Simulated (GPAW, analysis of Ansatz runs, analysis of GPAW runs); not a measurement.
# Charge-transition level of the Ti on the Ga site in GaAs (PBE) (GPAW), part 2 of 4

Aim: the charge-transition level of the Ti on the Ga site in GaAs, to be set beside the measurement. Set-up: PBE, LCAO dzp, h 0.18, 32-site cell, PBE lattice, k: the single point 1/4 1/4 1/4 then 2x2x2 shifted, dielectric constants 10.9 and 12.9 (handbook). The model is a cell of 32 host atoms with 1 Ga taken out and 1 Ti put in. The level is the Fermi energy at which two charge states have equal formation energy, after a correction for the images of the charge. An atomic-orbital basis is far cheaper than plane waves.

GPAW 26.7.0; PBE, LCAO dzp, h 0.18, 32-site cell, PBE lattice, k: the single point 1/4 1/4 1/4 then 2x2x2 shifted, dielectric constants 10.9 and 12.9 (handbook).

So far: Starting point; Relaxation, charge +1.

### Step 3. Single point, charge +1

The relaxed structure is kept, and the final numbers are taken at the final level and k-points.

This step: GPAW LCAO dzp PAW DFT, PBE; single point of a defect supercell.

run.py

```python
import numpy as np
from ase.io import read, write
from ase.parallel import parprint, world
from gpaw import GPAW

atoms = read('POSCAR')
calc = GPAW(mode='lcao',
            h=0.18,
            basis='dzp',
            xc='PBE',
            kpts={'size': (2, 2, 2), 'gamma': False},
            charge=1,
            occupations={'name': 'fermi-dirac', 'width': 0.01},
            nbands=76,
            convergence={'density': 1e-05, 'bands': 73},
            maxiter=150,
            symmetry={'point_group': False},
            txt='gpaw.txt')
atoms.calc = calc
energy = atoms.get_potential_energy()
forces = atoms.get_forces()
parprint(f'Energy: {energy:.6f} eV, largest force {np.linalg.norm(forces, axis=1).max():.4f} eV/A')
calc.write('gs.gpw')
write('final.xyz', atoms)
for s in range(calc.get_number_of_spins()):
    parprint('Levels (eV), spin', s, calc.get_eigenvalues(kpt=0, spin=s)[-16:].round(3))
field = calc.get_electrostatic_potential()
if world.rank == 0:
    np.save('potential.npy', field)
field = calc.get_pseudo_density()
if world.rank == 0:
    np.save('density.npy', field)
```

POSCAR

```
Ga Ti Ga As
 1.0000000000000000
    -5.7666910817914703    5.7666910817914712   -5.7666910817914774
     5.7666910817914729    5.7666910817914792    5.7666910817914951
     5.7666910817914765   -5.7666910817914800   -5.7666910817914951
 Ga  Ti  Ga  As 
   6   1   9  16
Direct
 -0.0028897065515816 -0.0018831397149553 -0.0030512454630280
 -0.0029177963170479  0.2475677550177512  0.7476537157701523
  0.0000488061517443  0.4995566494096054  0.5019776356913367
[... 2 atom lines left out ...]
  0.2496545678588264  0.2501928878340033  0.5021398673744157
  0.2495715956667652  0.5001231614619526  0.2497971799717935
[... 1 atom line left out ...]
  0.4991175978002693  0.0020335361880281  0.4994729081456536
  0.5022403522090957  0.2508623003177390  0.2499199210706243
  0.5020008985986262  0.5003192643889101  0.0002861129504949
  0.4990086791862692  0.7492924588319829  0.7514684293880647
[... 6 atom lines left out ...]
  0.0004477602429850  0.5000628331046563  0.2495942100218868
[... 2 atom lines left out ...]
  0.2495376203770846  0.2509893454445906  0.2496649204161515
  0.2494731033091994  0.5001179522354525  0.0006687951453100
[... 4 atom lines left out ...]
  0.4988955293763098  0.7490868912052125  0.4987387314852530
[... 3 atom lines left out ...]
  0.7499894798693494  0.7509741806135812  0.2496831657146271
```

The run is started by

```
$ OMP_NUM_THREADS=1 mpirun -n 4 gpaw python run.py > stdout
```

The program printed:

```text
__  _  _
 | _ |_)|_||  |
 |__||  | ||/\| - 26.7.0

Input parameters:
  mode=LCAO(),
  basis={'default': 'dzp'},
  charge=1,
  convergence={'density': 1e-05, 'bands': 73},
  h=0.18,
  kpts=MonkhorstPack(size=(2, 2, 2), gamma=False),
  maxiter=150,
  nbands=76,
  occupations=Occupations(name='fermi-dirac', width=0.01),
  symmetry=Symmetry(point_group=False),
  xc=XC(name='PBE')

                               Ga As

                                     Ga
                           As
                        Ga
                             As As
                             Ti
                 Ga As         Ga As
                    Ga             Ga
                      Ga As          GaAs
             As            As As
                            Ga
                  As            As
               Ga            Ga  Ga
                       As
                     Ga
                         As As
                          Ga

Atoms  # Å, Bohr magnetons
|    | symbol |         x |         y |         z |    initial magnetic moments |
|----|--------|-----------|-----------|-----------|-----------------------------|
|  0 |     Ga | -0.011791 | -0.009928 |  0.023400 | ( 0.0000,  0.0000,  0.0000) |
|  1 |     Ga |  5.755961 | -2.900667 | -2.867015 | ( 0.0000,  0.0000,  0.0000) |
|  2 |     Ga |  5.775257 | -0.013680 | -0.014243 | ( 0.0000,  0.0000,  0.0000) |
|  3 |     Ga |  5.779528 |  2.901429 |  2.900306 | ( 0.0000,  0.0000,  0.0000) |
|  4 |     Ga |  2.884861 | -2.882820 | -5.770062 | ( 0.0000,  0.0000,  0.0000) |
|  5 |     Ga |  2.898790 | -0.013220 | -2.892581 | ( 0.0000,  0.0000,  0.0000) |
|  6 |     Ti |  2.885357 |  2.882755 |  0.004350 | ( 0.0000,  0.0000,  0.0000) |
|  7 |     Ga |  2.903375 |  5.777764 |  2.901634 | ( 0.0000,  0.0000,  0.0000) |
|  8 |     Ga |  0.013776 |  0.009678 | -5.746836 | ( 0.0000,  0.0000,  0.0000) |
|  9 |     Ga | -0.008409 |  2.901699 | -2.890831 | ( 0.0000,  0.0000,  0.0000) |
| 10 |     Ga | -0.008048 |  5.778421 | -0.011347 | ( 0.0000,  0.0000,  0.0000) |
[...]
| 16 |     As |  4.317475 | -4.319406 | -4.325926 | ( 0.0000,  0.0000,  0.0000) |
| 17 |     As |  4.320818 | -1.450621 | -1.435822 | ( 0.0000,  0.0000,  0.0000) |
| 18 |     As |  4.320458 |  1.446957 |  1.441793 | ( 0.0000,  0.0000,  0.0000) |
| 19 |     As |  4.323516 |  4.321522 |  4.339137 | ( 0.0000,  0.0000,  0.0000) |
| 20 |     As |  1.449902 | -1.447173 | -4.326705 | ( 0.0000,  0.0000,  0.0000) |
| 21 |     As |  1.448112 |  1.446644 | -1.431369 | ( 0.0000,  0.0000,  0.0000) |
| 22 |     As |  1.449248 |  4.318803 |  1.441535 | ( 0.0000,  0.0000,  0.0000) |
| 23 |     As |  7.214469 |  1.442542 | -1.436568 | ( 0.0000,  0.0000,  0.0000) |
| 24 |     As | -1.440632 |  1.448089 | -4.321483 | ( 0.0000,  0.0000,  0.0000) |
| 25 |     As | -1.445750 |  4.324332 | -1.436932 | ( 0.0000,  0.0000,  0.0000) |
[...]
Unit cell  # Å
| periodic |         x |         y |         z |  lengths |     angles |
|----------|-----------|-----------|-----------|----------|------------|
|      yes | -5.766691 |  5.766691 | -5.766691 | 9.988202 | 109.471221 |
|      yes |  5.766691 |  5.766691 |  5.766691 | 9.988202 | 109.471221 |
|      yes |  5.766691 | -5.766691 | -5.766691 | 9.988202 | 109.471221 |

Number of symmetries: 1
Symmetry operations  # r_c * U_cc + t_c -> r_c
|   | kind |            matrix            |
|---|------|------------------------------|
| 0 |  E   |  1, 0, 0,  0, 1, 0,  0, 0, 1 |

BZ-sampling:
  Number of BZ points: 8
  Number of IBZ points: 4

  Monkhorst-Pack size: [2, 2, 2]
  Monkhorst-Pack shift: [0, 0, 0]

K-points  # in reciprocal-cell coordinates
|   |                                coordinates |     weight |
|---|--------------------------------------------|------------|
| 0 | (  0.25000000,  -0.25000000,  -0.25000000) | 0.25000000 |
| 1 | (  0.25000000,  -0.25000000,   0.25000000) | 0.25000000 |
| 2 | (  0.25000000,   0.25000000,  -0.25000000) | 0.25000000 |
| 3 | (  0.25000000,   0.25000000,   0.25000000) | 0.25000000 |

basis functions: 432
Spin-components: 1 (collinear spins)
Bands:           76
Projectors:      161
Spin-degeneracy: 2
Datatype:        <class 'complex'>

Density:
  Valence electrons: 137.0
  Components: 1
  Grid points: [44 44 44]
  Charge: 1.0  # |e|

Potential:
  Grid points: [44 44 44]

species:
  Ga:
    name:    Gallium
    Z:       31.0
    valence: 3
    core:    28
    charge:  0.0  # [|e|]
    compensation charges:
      type: gauss
      rc: 0.37  # [Å]
      lmax: 2
    cutoffs:
      filter: 2.06  # [Å]
      core: 4.17  # [Å]
    projectors
    | kind |    occ | energy [eV] | rcut [Å] |
    |------|--------|-------------|----------|
    |   4s |  2.000 |      -8.945 |    1.164 |
    |   4p |  1.000 |      -2.580 |    1.164 |
    |    s |        |      18.266 |    1.164 |
    |    p |        |      24.631 |    1.164 |
    |    d |        |       0.000 |    1.164 |

    LCAO basis set for Ga:
      Name: dzp
      File: <dir>
      Number of radial functions: 5
      Number of spherical harmonics: 13
        l=0, rc=7.2656 Bohr: 4s-sz confined orbital
        l=1, rc=10.3438 Bohr: 4p-sz confined orbital
[...]
|   4s |  2.000 |      -4.466 |    1.270 |
    |   3p |  6.000 |     -38.862 |    1.058 |
    |   4p |  0.000 |      -1.466 |    1.058 |
    |   3d |  2.000 |      -4.258 |    1.058 |
    |    d |        |      22.953 |    1.058 |

    LCAO basis set for Ti:
      Name: dzp
      File: <dir>
      Number of radial functions: 11
      Number of spherical harmonics: 29
        l=0, rc=3.4375 Bohr: 3s-sz confined orbital
        l=0, rc=9.9062 Bohr: 4s-sz confined orbital
        l=1, rc=3.8906 Bohr: 3p-sz confined orbital
        l=1, rc=13.1094 Bohr: 4p-sz confined orbital
        l=2, rc=6.6250 Bohr: 3d-sz confined orbital
        l=0, rc=2.1406 Bohr: 3s-dz split-valence wave
        l=0, rc=6.0156 Bohr: 4s-dz split-valence wave
        l=1, rc=2.3125 Bohr: 3p-dz split-valence wave
        l=1, rc=8.1094 Bohr: 4p-dz split-valence wave
        l=2, rc=3.8594 Bohr: 3d-dz split-valence wave
        l=1, rc=9.9062 Bohr: p-type Gaussian polarization
      Number of RI-basis functions 0

  As:
    name:    Arsenic
    Z:       33.0
    valence: 5
    core:    28
    charge:  0.0  # [|e|]
    compensation charges:
      type: gauss
      rc: 0.33  # [Å]
      lmax: 2
    cutoffs:
      filter: 1.87  # [Å]
      core: 2.96  # [Å]
    projectors
    | kind |    occ | energy [eV] | rcut [Å] |
    |------|--------|-------------|----------|
    |   4s |  2.000 |     -14.487 |    1.058 |
    |   4p |  3.000 |      -5.196 |    1.058 |
    |    s |        |      12.725 |    1.058 |
    |    p |        |      22.016 |    1.058 |
    |    d |        |       0.000 |    1.058 |

    LCAO basis set for As:
      Name: dzp
      File: <dir>
      Number of radial functions: 5
      Number of spherical harmonics: 13
        l=0, rc=6.1250 Bohr: 4s-sz confined orbital
        l=1, rc=7.9531 Bohr: 4p-sz confined orbital
        l=0, rc=3.4219 Bohr: 4s-dz split-valence wave
        l=1, rc=4.6094 Bohr: 4p-dz split-valence wave
        l=2, rc=7.9531 Bohr: d-type Gaussian polarization
      Number of RI-basis functions 0

Reference energy: -1800541.664818  # eV

eigensolver:
  <gpaw.new.lcao.eigensolver.LCAOEigensolver object at 0x4c68636d4710>
density mixing:
  MSR1-Mixer
  Pratt-step length: 0.05
  Maximum mixing coefficient: 0.75
  Old densities: 10
  SVD Regularization: 0.005
  Good broyden scale: 1.0
  Trust region scale: 1.0
  Backstep threshold: 4.0
  History deletion threshold: 6.0
  Fourier metric: weight=20.0, sigma=0.015

occupation numbers:
  Fermi-Dirac:
    width: 0.0100  # eV

FastPoissonSolver using
    Stencil: 8*3+1=25 point O(h^6) finite-difference Laplacian
    FFT axes: [np.int64(0), np.int64(1), np.int64(2)]
    FST axes: []

xc functional:
  name: PBE with 2 nearest neighbor stencil
interpolation: tri-quintic # 5. degree polynomial

Initialization done in: 5.698 s

convergence criteria:
- Maximum integral of absolute [dens]ity change: 1e-05 electrons / valence electron
- Maximum [total energy] change in last 3 cyles: 0.0005 eV / valence electron
- Maximum integral of absolute [eigenst]ate change: 4e-08 eV^2 / valence electron
maximum number of iterations: 150

SCF iterations
|iter     | |      energy | eigst |  dens |
|---------|-|-------------|-------|-------|
|iter:   1| | -137.341328 |      c|       |
|iter:   2| | -137.142117 |      c| -1.01 |
|iter:   3| | -137.455955 |      c| -1.04 |
|iter:   4| | -144.243061 |      c| -1.47 |
|iter:   5| | -136.596443 |      c| -1.06 |
|iter:   6| | -136.553539 |      c| -1.87 |
|iter:   7| | -136.543030c|      c| -2.26 |
|iter:   8| | -136.542868c|      c| -2.90 |
|iter:   9| | -136.542759c|      c| -3.14 |
|iter:  10| | -136.542780c|      c| -3.49 |
|iter:  11| | -136.542771c|      c| -4.02 |
|iter:  12| | -136.542768c|      c| -4.34 |
|iter:  13| | -136.542767c|      c| -4.53 |
|iter:  14| | -136.542766c|      c| -4.71 |
|iter:  15| | -136.542766c|      c| -5.09c|

Converged in 15 steps
SCF loop duration: 130.752 s (8.717 s/step)
Energy contributions relative to reference atoms: (reference = -1800541.664818)

Energy contributions:
  Kinetic:         368.860631
  Coulomb:        -347.487018
  Zero:              0.909297
  External:          0.000000
  Xc:             -158.825676
  Entropy:          -0.000000
  Spinorbit:         0.000000
  ----------------------------
  Free energy:    -136.542766
  Extrapolated:   -136.542766

dipole moment: (3.066887, 2.808470, -0.402943)  # |e|*Ang

Fermi level: 4.034
Eigenvalues  # (at kpt = [0.250, -0.250, -0.250])
| band index |      eig [eV] | occ [0-2] |
|------------|---------------|-----------|
|          0 |       -53.175 |     2.000 |
|        ... |               |           |
|         60 |         3.110 |     2.000 |
|         61 |         3.110 |     2.000 |
|         62 |         3.238 |     2.000 |
|         63 |         3.272 |     2.000 |
|         64 |         3.272 |     2.000 |
|         65 |         3.317 |     2.000 |
|         66 |         3.686 |     2.000 |
|         67 |         3.687 |     2.000 |
|         68 |         4.872 |     0.000 |
|         69 |         5.034 |     0.000 |
|         70 |         5.320 |     0.000 |
|         71 |         5.639 |     0.000 |
|         72 |         5.640 |     0.000 |
|         73 |         6.190 |     0.000 |
|         74 |         6.472 |     0.000 |
|         75 |         6.472 |     0.000 |

Gap: 1.101 eV
Transition (v -> c):
  (s=0, k=3, n=67, [0.25, 0.25, 0.25]) -> (s=0, k=1, n=68, [0.25, -0.25, 0.25])
Direct/indirect transitions are different
Direct gap: 1.114 eV
Transition at: (s=0, k=3, n=67, [0.25, 0.25, 0.25])

Forces  # eV/Ang
|        x |        y |        z |
|----------|----------|----------|
| -0.00431 | -0.02603 |  0.01155 |  # Ga   0
| -0.01675 | -0.01803 |  0.00532 |  # Ga   1
|  0.02340 |  0.00039 | -0.01789 |  # Ga   2
|  0.01319 |  0.01483 |  0.00899 |  # Ga   3
| -0.00427 | -0.00273 |  0.01468 |  # Ga   4
|  0.01835 | -0.01518 | -0.00832 |  # Ga   5
| -0.00296 |  0.00221 |  0.00187 |  # Ti   6
|  0.01524 |  0.01184 |  0.00009 |  # Ga   7
|  0.00195 |  0.02375 |  0.02260 |  # Ga   8
| -0.01179 |  0.01440 | -0.01300 |  # Ga   9
[...]
|  0.04073 |  0.03821 | -0.04180 |  # As  27
| -0.02025 |  0.06436 |  0.01695 |  # As  28
| -0.01498 | -0.02089 | -0.05550 |  # As  29
| -0.01369 |  0.01540 |  0.05876 |  # As  30
| -0.01488 | -0.05240 | -0.02157 |  # As  31

# Writing to gs.gpw (mode='')
```

Run time: 2.7 min. Hardware: 4 MPI ranks of Arm Neoverse V1, shared host; peak memory 3.4 GiB; 11 min of CPU time.

(Continued in part 3 of 4.)

[Logs are printed without paths, hosts, clocks, repeated set-up lines and the standing remarks that a program may print on its own settings, such as how far it seeks lower states.]

[Hosts, paths, dates, database ids (printed as entryN), source tags and the programs' standing remarks are cut or masked in the printed files.]

[For some hosts the program warned that the k-mesh of the response run may be too coarse for force constants and the static dielectric constant; such warnings are not shown here.]
